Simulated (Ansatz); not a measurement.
# A hypothetical structure for Sr2CrS4

Starting from a made-up structure for Sr2CrS4, the aim is the relaxed cell, its shortest contacts and, where a second run follows, its electronic structure.

Calculated with Ansatz 0.2.0; DFT, PBEsol, plane-wave PAW, files of the set soft_1, scalar-relativistic, ferromagnetic start, cell and ions relaxed at zero pressure; PAW set soft_1, in the first sound run; inputs show where later runs differ.

**1. Starting point**

It takes space group I4/mmm (No. 139, tetragonal). Conventional cell: a = 4.751 Å, b = 4.751 Å, c = 15.037 Å, α = 90.00°, β = 90.00°, γ = 90.00°. Sr has 9 S at 2.82 to 3.37 Å nearest. Cr has 6 S at 2.38 to 2.47 Å nearest. Nearest to S lie 1 Cr at 2.47 Å and 5 Sr at 2.82 to 3.37 Å. Nearest to S lie 2 Cr at 2.38 Å and 4 Sr at 3.26 Å. Farther neighbours and most contacts between anions are not listed.

**2. Relaxation of the guess**

The guess takes its coordinates from another compound and its volume from a rule, so the cell and any free coordinates are relaxed together.

Contents of input.yaml:

```yaml
crystal:
  lattice:
    - [-2.3755, 2.3755, 7.5185]
    - [2.3755, -2.3755, 7.5185]
    - [2.3755, 2.3755, -7.5185]
  atoms:
    - { symbol: Sr, position: [0.3516, 0.3516, 0.0] }
    - { symbol: Sr, position: [0.6484, 0.6484, 0.0] }
    - { symbol: Cr, position: [0.0, 0.0, 0.0], spin: 3.0 }
    - { symbol: S, position: [0.1643, 0.1643, 0.0] }
    - { symbol: S, position: [0.8357, 0.8357, 0.0] }
    - { symbol: S, position: [0.0, 0.5, 0.5] }
    - { symbol: S, position: [0.5, 0.0, 0.5] }
magnetization:
  spin_polarized: true
kpoints:
  mp_grid: { grid: [8, 8, 8] }
scf:
  occupations: { method: fermi_dirac, width: 0.05 }
hamiltonian:
  xc: pbesol
  pseudopotentials: { kind: paw, azcp: { folder: soft_1 }, xc_functional: pbe }
relax:
  f_tol: 0.015
  max_steps: 70
  cell: {}
output:
  forces: true
  stress: true
```

Run with:

```sh
> ansatz run input.yaml --threads 4 --pin off --max-ram 10240MiB --backend cpu --events-out ev --progress --plain --runs-dir out
```

Numbers of over 12 decimals in the logs are rounded to 6 here.

The program printed:

```text
basis.fft_grid_basis auto: the FFT boxes are laid along the combinations [[1, 0, 1], [0, 1, 1], [0, 0, 1]] of the cell's own vectors, 4.751, 4.751 and 8.235 Å long. The dense box has 32×32×60 points. Along the cell's own vectors, as sized, it would have 60×60×60, 3.52 times as many. Of the 16 symmetry operations that the crystal satisfies within crystal.symmetry.tolerance (time reversal apart; of a slab, those that k [...]
Engine: ansatz 0.2.0, aarch64-unknown-linux-gnu
Pseudopotentials: kind: paw
Pseudopotential: Sr, paw, valence charge 10, recommended cutoff 420 eV (normal), soft_1/Sr.paw.azcp
Pseudopotential: Cr, paw, valence charge 14, recommended cutoff 420 eV (normal), soft_1/Cr.paw.azcp
Pseudopotential: S, paw, valence charge 6, recommended cutoff 420 eV (normal), soft_1/S.paw.azcp
Functional definition: PBEsol
  exchange = pbesol_x
  correlation = pbesol_c
Crystal: 7 atoms, lattice volume = 169.708 Å³
Basis set: ecut = 420 eV, 3289 PW (Γ), FFT grids on a1+a3, a2+a3, a3, exchange–correlation on 64×64×120 points (8 copies of the dense FFT grid, shifted against one another)
Bands: 38, of which v1, the nominal top of the filled ones, is band 29 counted from 1 (28 counted from 0)
Symmetry: 16 space group operations
Space group: I4/mmm (ITA 139), of the structure as read, at distance tolerance 5.5e-5 Å
Magnetic group: BNS 139.531 (UNI 1191), of the structure as read, at distance tolerance 5.5e-5 Å
k-points: 59 of 512
Non-local potential: Sr, projectors of the file, l = 0: 3, l = 1: 2, l = 2: 2
Non-local potential: Cr, projectors of the file, l = 0: 3, l = 1: 2, l = 2: 3, l = 3: 1
Non-local potential: S, projectors of the file, l = 0: 2, l = 1: 2, l = 2: 1
PAW form: soft (Blöchl's): semilocal exchange-correlation on the pseudo side does not see the compensation charge
PAW frozen core: Sr, regenerated for the run's functional, and the local potential with it (the file was generated under x = pbe(κ = 0.804, μ = 0.219515), c = pbe(β = 0.066725))
PAW frozen core: Cr, regenerated for the run's functional, and the local potential with it (the file was generated under x = pbe(κ = 0.804, μ = 0.219515), c = pbe(β = 0.066725))
PAW frozen core: S, regenerated for the run's functional, and the local potential with it (the file was generated under x = pbe(κ = 0.804, μ = 0.219515), c = pbe(β = 0.066725))
PAW one-centre angular grid: Sr, 110 points (default); XC on 64 Gauss nodes
PAW one-centre angular grid: Cr, 590 points (default); XC on 64 Gauss nodes
PAW one-centre angular grid: S, 110 points (default); XC on 64 Gauss nodes
Initial density: superposition of atomic densities (chi_scale 0.1, normalization cell, long waves kept (reshape's long-wave potential 0.16 eV rms))
Starting moments: Σ|m| = 3 μB on 1 of 7 sites
Initial wavefunctions: pseudopotential atomic-orbital guess
Functional: x = pbesol(κ = 0.804, μ = 0.123457), c = pbesol(β = 0.046)
SCF iter   1: F=—  HF=-13882.640756 eV  |F-HF|=—  |Δ(HF+E_count)|=         —  Δρ=6.73e-2 (↑6.73e-2 ↓3.66e-2)  dr2=3.30e1  dr2_m=4.69e-1  M=2.147 μB ∫|m|=2.747 μB  β_m=0.30  ethr=3.10e-3  ⟨swp⟩=13.8  Hψ=29809  notcnv=0
Mixer restart at iter 1: flushing history
preconditioner: auto → Kerker (q_TF=auto, 2.281 Å⁻¹)  [metal: Δε(μ)=0.004 eV  Ē_g=7.643 eV  σ=0.050 eV  W_gap=0.02  n_scr=32 (ndim 8)  ℏωp=16.6 eV  f_vac=0.000  D(μ)=4.25/eV (n_scr^D=32)]
spin=Collinear: Kerker preconditioning applied to the charge; magnetization (m = ρ↑ − ρ↓) channel mixes plain (no charge-response kernel on spin).
SCF iter   2: F=—  HF=-13884.118563 eV  |F-HF|=—  |Δ(HF+E_count)|=    1.48e0  Δρ=2.05e-2 (↑2.05e-2 ↓1.73e-2)  dr2=7.86e0  dr2_m=6.73e-2  M=2.154 μB ∫|m|=2.789 μB  β_m=0.36  ethr=3.10e-3  ⟨swp⟩=4.4  Hψ=11476  notcnv=0  defer=309
SCF iter   3: F=—  HF=-13883.069447 eV  |F-HF|=—  |Δ(HF+E_count)|=    1.05e0  Δρ=1.21e-2 (↑1.21e-2 ↓9.65e-3)  dr2=3.04e0  dr2_m=3.71e-2  M=2.168 μB ∫|m|=2.842 μB  β_m=0.60  ethr=3.10e-3  ⟨swp⟩=4.1  Hψ=8845  notcnv=0  defer=338
SCF iter   4: F=—  HF=-13882.280886 eV  |F-HF|=—  |Δ(HF+E_count)|=   7.89e-1  Δρ=7.52e-3 (↑7.52e-3 ↓4.79e-3)  dr2=3.06e-1  dr2_m=5.96e-3  M=2.145 μB ∫|m|=2.962 μB  β_m=0.80  ethr=3.10e-3  ⟨swp⟩=4.6  Hψ=10158  notcnv=0  defer=375
SCF iter   5: F=—  HF=-13882.385107 eV  |F-HF|=—  |Δ(HF+E_count)|=   1.04e-1  Δρ=2.75e-3 (↑2.75e-3 ↓1.49e-3)  dr2=8.79e-2  dr2_m=1.88e-3  M=2.161 μB ∫|m|=3.020 μB  β_m=0.79  ethr=5.27e-4  ⟨swp⟩=3.3  Hψ=7883  notcnv=0  defer=373
SCF iter   6: F=—  HF=-13882.366373 eV  |F-HF|=—  |Δ(HF+E_count)|=         —  Δρ=1.24e-3 (↑6.90e-4 ↓1.24e-3)  dr2=8.14e-3  dr2_m=7.82e-4  M=2.150 μB ∫|m|=3.072 μB  β_m=0.79  ethr=1.52e-4  ⟨swp⟩=3.1  Hψ=7354  notcnv=0  defer=377
Mixer restart at iter 6: flushing history
SCF iter   7: F=—  HF=-13882.370322 eV  |F-HF|=—  |Δ(HF+E_count)|=   3.95e-3  Δρ=5.18e-4 (↑3.97e-4 ↓5.18e-4)  dr2=4.18e-3  dr2_m=4.29e-5  M=2.143 μB ∫|m|=3.073 μB  β_m=0.90  ethr=1.40e-5  ⟨swp⟩=2.1  Hψ=6190  notcnv=0  defer=377
SCF iter   8: F=—  HF=-13882.370870 eV  |F-HF|=—  |Δ(HF+E_count)|=   5.48e-4  Δρ=4.82e-4 (↑4.82e-4 ↓1.60e-4)  dr2=6.65e-4  dr2_m=6.93e-5  M=2.143 μB ∫|m|=3.078 μB  β_m=0.87  ethr=7.20e-6  ⟨swp⟩=2.1  Hψ=6724  notcnv=0  defer=378
SCF iter   9: F=—  HF=-13882.371125 eV  |F-HF|=—  |Δ(HF+E_count)|=   2.55e-4  Δρ=1.62e-4 (↑1.62e-4 ↓7.40e-5)  dr2=1.70e-4  dr2_m=7.69e-6  M=2.141 μB ∫|m|=3.075 μB  β_m=0.82  ethr=1.15e-6  ⟨swp⟩=2.1  Hψ=8535  notcnv=0  defer=379
SCF iter  10: F=—  HF=-13882.371114 eV  |F-HF|=—  |Δ(HF+E_count)|=   1.13e-5  Δρ=2.27e-4 (↑2.27e-4 ↓5.22e-5)  dr2=1.62e-4  dr2_m=1.47e-5  M=2.144 μB ∫|m|=3.079 μB  β_m=0.84  ethr=2.92e-7  ⟨swp⟩=2.0  Hψ=7672  notcnv=0  defer=378
SCF iter  11: F=—  HF=-13882.371113 eV  |F-HF|=—  |Δ(HF+E_count)|=   9.22e-7  Δρ=2.67e-5 (↑2.67e-5 ↓2.17e-5)  dr2=1.94e-5  dr2_m=4.56e-8  M=2.143 μB ∫|m|=3.077 μB  β_m=0.92  ethr=2.79e-7  ⟨swp⟩=2.1  Hψ=5715  notcnv=0  defer=379
SCF iter  12: F=—  HF=-13882.371092 eV  |F-HF|=—  |Δ(HF+E_count)|=   2.05e-5  Δρ=2.64e-5 (↑2.64e-5 ↓1.19e-5)  dr2=8.23e-6  dr2_m=1.37e-7  M=2.143 μB ∫|m|=3.077 μB  β_m=0.96  ethr=3.34e-8  ⟨swp⟩=1.0  Hψ=4505  notcnv=0  defer=379
SCF iter  13: F=—  HF=-13882.371092 eV  |F-HF|=—  |Δ(HF+E_count)|=   1.76e-7  Δρ=5.99e-6 (↑5.99e-6 ↓3.74e-6)  dr2=4.47e-7  dr2_m=4.05e-9  M=2.143 μB ∫|m|=3.077 μB  β_m=0.98  ethr=1.42e-8  ⟨swp⟩=2.3  Hψ=6515  notcnv=0  defer=379
SCF iter  14: F=—  HF=-13882.371092 eV  |F-HF|=—  |Δ(HF+E_count)|=   6.77e-8  Δρ=1.98e-6 (↑1.98e-6 ↓1.09e-6)  dr2=2.40e-8  dr2_m=1.07e-9  M=2.143 μB ∫|m|=3.077 μB  β_m=0.99  ethr=7.71e-10  ⟨swp⟩=2.3  Hψ=6113  notcnv=0  defer=379
[...]
relax step   5: F+E_penalty+E_count = -13882.90665515 eV  Δ(F+E_penalty+E_count) = -4.255e-4 eV  max|allowed force component| = 7.423e-3 eV/Å  Δτ_max = 0.0053 Å  P = -0.117 GPa  Ω = 151.224 Å³  energy of the carried Pulay correction = +2.015e-3 eV  (9 SCF iters, dr2 threshold 2.53e-7 eV, accepted)
[...]
relax step   6: F+E_penalty+E_count = -13882.90680456 eV  Δ(F+E_penalty+E_count) = -1.494e-4 eV  max|allowed force component| = 2.644e-4 eV/Å  Δτ_max = 0.0015 Å  P = -0.002 GPa  Ω = 150.984 Å³  energy of the carried Pulay correction = +2.043e-3 eV  (9 SCF iters, dr2 threshold 5.07e-8 eV, accepted)
Basis set: ecut = 420 eV, 2985 PW (Γ), FFT grids on a1+a3, a2+a3, a3, exchange–correlation on 60×60×120 points (8 copies of the dense FFT grid, shifted against one another)
Initial wavefunctions: pseudopotential atomic-orbital guess (no wavefunctions were taken with the density)
iter 1 solved again at ethr=7.94e-7 eV; its pass at ethr=3.10e-3 eV (dr2=4.60e-4 eV) is discarded
SCF iter   1: F=—  HF=-13882.904748 eV  |F-HF|=—  |Δ(HF+E_count)|=         —  Δρ=9.55e-5 (↑9.55e-5 ↓5.86e-5)  dr2=2.70e-5  dr2_m=1.19e-6  M=2.052 μB ∫|m|=2.490 μB  β_m=0.65  ethr=7.94e-7  ⟨swp⟩=4.0  Hψ=40376  notcnv=0
preconditioner: auto → Kerker (q_TF=auto, 2.134 Å⁻¹)  [metal: Δε(μ)=0.058 eV  Ē_g=11.117 eV  σ=0.050 eV  W_gap=0.28  n_scr=24 (ndim 8)  ℏωp=20.5 eV  f_vac=0.001  D(μ)=3.27/eV (n_scr^D=20)]
spin=Collinear: Kerker preconditioning applied to the charge; magnetization (m = ρ↑ − ρ↓) channel mixes plain (no charge-response kernel on spin).
SCF iter   2: F=—  HF=-13882.904736 eV  |F-HF|=—  |Δ(HF+E_count)|=   1.16e-5  Δρ=2.61e-5 (↑2.61e-5 ↓2.49e-5)  dr2=1.57e-6  dr2_m=2.61e-7  M=2.053 μB ∫|m|=2.490 μB  β_m=0.51  ethr=4.66e-8  ⟨swp⟩=2.0  Hψ=6391  notcnv=0
SCF iter   3: F=—  HF=-13882.904739 eV  |F-HF|=—  |Δ(HF+E_count)|=   2.59e-6  Δρ=1.42e-5 (↑1.42e-5 ↓1.05e-5)  dr2=2.57e-7  dr2_m=7.72e-8  M=2.053 μB ∫|m|=2.491 μB  β_m=0.65  ethr=2.70e-9  ⟨swp⟩=2.0  Hψ=7929  notcnv=0
SCF iter   4: F=—  HF=-13882.904742 eV  |F-HF|=—  |Δ(HF+E_count)|=   3.61e-6  Δρ=2.02e-5 (↑2.02e-5 ↓5.35e-6)  dr2=9.86e-7  dr2_m=1.01e-7  M=2.053 μB ∫|m|=2.491 μB  β_m=0.82  ethr=4.44e-10  ⟨swp⟩=2.0  Hψ=7762  notcnv=0  recentre
SCF iter   5: F=—  HF=-13882.904745 eV  |F-HF|=—  |Δ(HF+E_count)|=   2.42e-6  Δρ=1.09e-5 (↑1.09e-5 ↓4.38e-6)  dr2=5.52e-7  dr2_m=2.04e-8  M=2.053 μB ∫|m|=2.491 μB  β_m=0.91  ethr=4.44e-10  ⟨swp⟩=2.7  Hψ=8283  notcnv=0
SCF iter   6: F=—  HF=-13882.904746 eV  |F-HF|=—  |Δ(HF+E_count)|=   1.42e-6  Δρ=7.53e-6 (↑7.53e-6 ↓2.23e-6)  dr2=2.22e-7  dr2_m=1.17e-8  M=2.053 μB ∫|m|=2.491 μB  β_m=0.87  ethr=4.44e-10  ⟨swp⟩=2.8  Hψ=8596  notcnv=0
SCF iter   7: F=—  HF=-13882.904746 eV  |F-HF|=—  |Δ(HF+E_count)|=   2.29e-7  Δρ=3.82e-6 (↑3.82e-6 ↓8.86e-7)  dr2=5.00e-8  dr2_m=3.41e-9  M=2.053 μB ∫|m|=2.491 μB  β_m=0.93  ethr=3.83e-10  ⟨swp⟩=2.3  Hψ=7118  notcnv=0
SCF iter   8: F=—  HF=-13882.904746 eV  |F-HF|=—  |Δ(HF+E_count)|=   5.54e-8  Δρ=6.06e-7 (↑6.06e-7 ↓1.64e-7)  dr2=1.22e-9  dr2_m=8.25e-11  M=2.053 μB ∫|m|=2.491 μB  β_m=0.97  ethr=8.63e-11  ⟨swp⟩=2.6  Hψ=8162  notcnv=0
SCF iter   9: F=—  HF=-13882.904746 eV  |F-HF|=—  |Δ(HF+E_count)|=   3.76e-9  Δρ=1.57e-7 (↑1.57e-7 ↓5.90e-8)  dr2=1.08e-10  dr2_m=3.85e-12  M=2.053 μB ∫|m|=2.491 μB  β_m=0.98  ethr=2.11e-12  ⟨swp⟩=2.9  Hψ=8371  notcnv=0
SCF iter  10: F=—  HF=-13882.904746 eV  |F-HF|=—  |Δ(HF+E_count)|=  9.28e-11  Δρ=2.67e-8 (↑2.67e-8 ↓1.73e-8)  dr2=5.88e-12  dr2_m=6.66e-14  M=2.053 μB ∫|m|=2.491 μB  β_m=0.99  ethr=1.00e-12  ⟨swp⟩=2.0  Hψ=5461  notcnv=0
SCF iter  11: F=-13882.904746 eV  HF=-13882.904746 eV  |F-HF|=2.91e-11  |Δ(HF+E_count)|=  1.82e-11  Δρ=8.24e-8 (↑8.24e-8 ↓4.19e-8)  dr2=3.65e-11  dr2_m=7.12e-13  M=2.053 μB ∫|m|=2.491 μB  ethr=1.00e-12  ⟨swp⟩=4.0  Hψ=15873  notcnv=0
SCF 7 converged in 11 iterations: F = -13882.904746 eV  dr2 = 3.65e-11
relax step   7: F+E_penalty+E_count = -13882.90474637 eV  Δ(F+E_penalty+E_count) = +2.058e-3 eV  max|allowed force component| = 6.640e-4 eV/Å  Δτ_max = 0.0000 Å  P = -0.001 GPa  Ω = 150.984 Å³  stress off target by 1.95e-3 GPa  SCF on the basis re-selected at this cell (its energy is not comparable with the rows above)  (11 SCF iters)
basis re-selected at this cell: Δ(F+E_penalty+E_count) = +2.058e-3 eV, ΔP = +0.001 GPa vs the last step (what re-selecting the basis moved, of the pressure what is left beyond the Pulay correction that the steps carried, after the strain that the cell walked since its last selection, with what the two solves' SCF thresholds leave and, on support functions, any second-order correction that the steps lacked; it is no measure of the basis error at this ecutwfc). The dense FFT grid was sized anew with the basis: this SCF ran on 30×30×60 points, the steps before it on 32×32×60, so part of this shift can come from that change (see relax.cell in the input reference). [rest of the remark cut]
SCF converged after 11 iterations
Magnetization: 2.0530 μB (30.0265 up, 27.9735 down)
Absolute magnetization: 2.4892 μB (∫|ρ↑−ρ↓|, with the PAW one-centre terms)
Spin contamination: 0.1969 ħ² per cell (⟨S²⟩ above its minimum at these occupations)
Per-site moments (μB) at R_I (Å): [(0.00448144, 1.197937), (0.00448144, 1.197937), (1.855603, 0.923624), (-0.00321586, 1.009053), (-0.00321586, 1.009053), (-0.051142, 0.923624), (-0.051142, 0.923624)]
Free energy (F): -13882.904746 eV
Harris-Foulkes:  -13882.904746 eV  (|F-HF|=2.91e-11)
Internal energy: -13882.876657 eV  (E = F + TS)
E sigma→0 (E₀):  -13882.890702 eV
Entropy (-TS):   -0.028090 eV (-4.013 meV/atom)
Fermi energy:    7.936751 eV
--- Per-component energies (eV) ---
  E_band       = -433.442134
  E_kinetic    = 1193.992188
  E_local      = -4242.770663  (includes V_loc(G=0)·N_el)
  E_nonlocal   = 651.778050
  E_hartree    = 1575.242865
  E_xc         = -817.372543
  E_vxc        = -791.749432  (∫ρ·V_xc dr)
  E_paw        = -8840.752446  (= ΣΔE_a)
  E_vpaw       = -395.179154  (= ΣTr[D̂ρ^β])
  E_aug_tail   = 0.000786  (compensation charges beyond the density's cutoff)
  E_ewald      = -3403.671388
  E_core_change = 0.676493  (= ΣΔE_core)
  E_smearing   = -0.028090  (= −TS)
  E_closure    = 0.000000  (closes the sum)
  Σ components = -13882.904746   (vs F -13882.904746, Δ=0.00e0)
--- Forces (eV/Å), atoms counted from 1 ---
  atom   1  Sr     0.00000000     0.00000000     0.00022153
  atom   2  Sr     0.00000000     0.00000000    -0.00022153
  atom   3  Cr     0.00000000    -0.00000000    -0.00000000
  atom   4  S      0.00000000    -0.00000000     0.00066397
  atom   5  S      0.00000000    -0.00000000    -0.00066397
  atom   6  S      0.00000000     0.00000000     0.00000000
  atom   7  S      0.00000000     0.00000000     0.00000000
  max |Σ_I F_I| component: 1.13e-17 eV/Å
--- Stress (GPa, compression-positive) ---
       -0.001947       0.000000       0.000000
        0.000000      -0.001947      -0.000000
        0.000000       0.000000       0.000242
  P = ⅓ Tr σ = -0.0012 GPa (-0.012 kbar)
--- Relaxed structure (6 steps of the walk, 6 accepted, 1 SCFs on fresh bases) ---
  F+E_penalty+E_count = -13882.90474637 eV   max|allowed force component| = 6.640e-4 eV/Å   (the final SCF, on the basis selected at the relaxed cell)
  cell:  # Å, volume = 150.9845 Å³
    - [-2.239088, 2.239088, 7.528873]
    - [2.239088, -2.239088, 7.528873]
    - [2.239088, 2.239088, -7.528873]
  atoms:
    - { symbol: Sr, position: [0.355317, 0.355317, 0] }
    - { symbol: Sr, position: [0.644683, 0.644683, 0] }
    - { symbol: Cr, position: [2.8634910454305073e-19, 2.8634910454305035e-19, 0] }
    - { symbol: S, position: [0.162454, 0.162454, 0] }
    - { symbol: S, position: [0.837546, 0.837546, 0] }
    - { symbol: S, position: [2.863491045430519e-19, 0.5, 0.5] }
    - { symbol: S, position: [0.5, 2.863491045430507e-19, 0.5] }
```

Elapsed: 1.7 min, on 4 threads of Arm Neoverse V1, shared host; peak memory 0.86 GiB.

Step by step:

```
step  energy less that of the first step (eV)  largest force component (eV/Å)  pressure (GPa)  volume (Å³)
   1                                   0.0000                          0.5543           -5.94       169.71
   2                                  -0.4695                          0.1978           -0.54       152.41
   3                                  -0.5186                          0.3241            0.61       150.11
   4                                  -0.5351                          0.0171            0.28       150.36
   5                                  -0.5356                          0.0074           -0.12       151.22
   6                                  -0.5357                          0.0003            0.00       150.98
  7*                                  -0.5337                          0.0007            0.00       150.98
```

Relaxation steps marked * repeat the geometry before them on a plane-wave basis chosen anew for their cell, so energy and pressure can jump there.

Forces are held to the 16 operations that the run works with; a distortion that breaks them can't arise in this run.

```csv
"conventional cell, symmetrised",before,after,change
a (Å),4.751,4.478,-5.7 %
b (Å),4.751,4.478,-5.7 %
c (Å),15.037,15.058,+0.1 %
volume (Å³/atom),24.24,21.57,-11.0 %
```

The atoms that moved most (Å, as changes of fractional coordinates times the final cell):

```csv
atom,dx,dy,dz,length
Sr2,0.000,0.000,-0.056,0.056
Sr1,0.000,0.000,0.056,0.056
S4,0.000,0.000,-0.028,0.028
S5,0.000,0.000,0.028,0.028
```

Numbers from this step:

```
free energy             : -13882.9047 eV
energy at zero smearing : -13882.8907 eV
smearing term TS        : 0.02809 eV
Fermi energy            : 7.937 eV
magnetization           : 2.053 μB
absolute magnetization  : 2.489 μB
site moments            : 0.004481, 0.004481, 1.856, -0.003216, -0.003216, -0.05114, -0.05114 μB
electrons               : 58
symmetry operations     : 16
pressure                : -0.001217 GPa
```

Site moment by atom:

| atom | site moment (μB) |
| --- | --- |
| Sr1 | 0.00 |
| Sr2 | 0.00 |
| Cr3 | 1.86 |
| S4 | 0.00 |
| S5 | 0.00 |
| S6 | -0.05 |
| S7 | -0.05 |

The shortest distance of each pair, which need not be the same contact before and after:

| pair | guess (Å) | relaxed (Å) |
| --- | --- | --- |
| Cr–S | 2.376 | 2.239 |
| S–Sr | 2.816 | 2.904 |
| S–S | 3.359 | 3.167 |
| Cr–Sr | 4.033 | 3.844 |
| Sr–Sr | 4.463 | 4.357 |

The relaxation ends with a largest force component of 6.6e-4 eV/Å and a pressure of 0.00 GPa.

(Part 1 of 2 ends here.)

[Logs are printed without paths, hosts, clocks, repeated set-up lines and the standing remarks that a program may print on its own settings, such as how far it seeks lower states.]

[Hosts, paths, dates, database ids (printed as entryN), source tags and the programs' standing remarks are cut or masked in the printed files.]
